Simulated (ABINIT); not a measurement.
# Calculated records

```xyz
5
Lattice="4.000 0.000 0.000 0.000 4.000 0.000 0.000 0.000 4.018" Properties=species:S:1:pos:R:3 pbc="T T T" subject="BaTiO3 (P4mm): a self-consistent loop beyond G0W0, cycle by cycle" method="RPA screening on PBE from quasiparticle energies, plane waves, norm-conserving pseudopotentials (and 5 further levels or steps)" program="ABINIT 10.8.3" settings="cutoff 38 Ha, PseudoDojo scalar-relativistic 0.4.1 standard, norm-conserving, potential set dojo-sr-pbe-0.4.1-standard, ngkpt (4, 4, 4), nband 118, ecuteps 4.8 Ha, gwcalctyp 10, inclvkb 2, shiftk (0, 0, 0), symchi 1, awtr 1, frequency ppm, cycle 3, q points all but q = 0, 4×4×4 k-mesh" cost="16 runs, 71 min in all on 8 MPI ranks of Arm Neoverse N1, shared host" notes="The database entry behind the starting cell differs from other determinations of this structure. The program’s warnings: nkpt*nsppol () is not a multiple of nproc spkpt (). The cell and positions come from the Crystallography Open Database and are kept as given unless a step says otherwise. Limits: no spin-orbit coupling. The first cycle of evGW0 takes the full correction, without the factor Z, so it overshoots the one-shot value. The 4×4×4 mesh is coarse for this cell, which bears on the long-range parts of exchange and screening." g0w0="3.288 eV" evgw0_cycle_1="3.703 eV" evgw0_cycle_2="3.654 eV" evgw0_cycle_3="3.635 eV" evgw0_cycle_4="3.642 eV" evgw_cycle_1="4.132 eV" evgw_cycle_2="4.210 eV" evgw_cycle_3="4.218 eV" known_limits="short of the basis limit; no spin-orbit coupling; coarse k mesh"
Ba    0.000    0.000    0.000
Ti    2.000    2.000    1.969
O     2.000    2.000    0.076
O     2.000    0.000    2.077
O     0.000    2.000    2.077
```

[Long decimals in the printed logs are rounded to 6 places.]

[Logs are printed without paths, hosts, clocks, repeated set-up lines and the standing remarks that a program may print on its own settings, such as how far it seeks lower states.]

[Paths, hosts, dates, memory and timing lines, banners, echoed tables and standing remarks are left out of the program output; an Ansatz launch command may be rebuilt from the run's recorded settings. Measured values are a selection of at most five: reports struck by readers or far from the other reports are left out. None is set beside runs whose start may be inverted or whose files or cutoffs have a known fault.]

[Runs of the session that timed out or met a known fault of the program may be left out.]

[Hosts, paths, dates, database ids (printed as entryN), source tags and the programs' standing remarks are cut or masked in the printed files.]

[G0W0 gaps are taken among the corrected bands and points alone; a level outside them can change the order at an edge.]

[Where Ansatz stands beside ABINIT at settings called matched, ABINIT's density can come from a denser mesh and the files from another edition; pairs whose starting gaps differed by over 0.03 eV were left out, so agreement reads better than it is.]
